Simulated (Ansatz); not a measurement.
# Settings and their price: twisted silicene bilayer, 87.80° (52 atoms)

The cell holds 52 atoms: 52 Si. Cell: a = 13.917 Å, b = 13.917 Å, c = 16.170 Å, α = 90.0°, β = 90.0°, γ = 120.0°. It derives from Si (silicene). Silicene (a = 3.86 Å) under silicene (a = 3.86 Å), bilayer, commensurate cell of 13 unit cells a layer, twist 87.80 deg; facing planes 3.29 Å apart; 12 Å of vacuum; layers as built, displaced by a Gaussian of 0.01 Å. Regions: layer 1, 26 atoms (26 Si); layer 2, 26 atoms (26 Si). Vacuum lies along c.

Geometry: as built.

Reference run: Kohn-Sham DFT, PBE+D4, PAW (set soft_2), plane waves (Ansatz 0.2.0), cutoff 420 eV, k-mesh 3×3×1, gaussian smearing of 0.025 eV.

| Item | Value |
| --- | --- |
| r.m.s. force component | 0.2342 eV/Å |
| SCF cycles | 15 |
| time | 2.9 min on 4 threads of Arm Neoverse V1, shared host |

Variants, in no order:
A. support functions medium, spacing 0.296 Å (grid laid 0.290 Å)
B. basis.xc_grid = 1, crystal.symmetry.detect = false and scf.initial_density.chi_scale = 0.3
C. support functions high

**Question.** Rank the variants by how far their forces lie from the reference's, least first.

C, B, A.

```
                                                                                      variant  Δ force, r.m.s. (meV/Å)  share of r.m.s. force (%)
                                                                    C. support functions high                    0.073                     0.0311
B. basis.xc_grid = 1, crystal.symmetry.detect = false and scf.initial_density.chi_scale = 0.3                    0.285                      0.121
                             A. support functions medium, spacing 0.296 Å (grid laid 0.290 Å)                    0.552                      0.236
```

[Logs are printed without paths, hosts, clocks, repeated set-up lines and the standing remarks that a program may print on its own settings, such as how far it seeks lower states.]

[Hosts, paths, dates, database ids (printed as entryN), source tags and the programs' standing remarks are cut or masked in the printed files.]
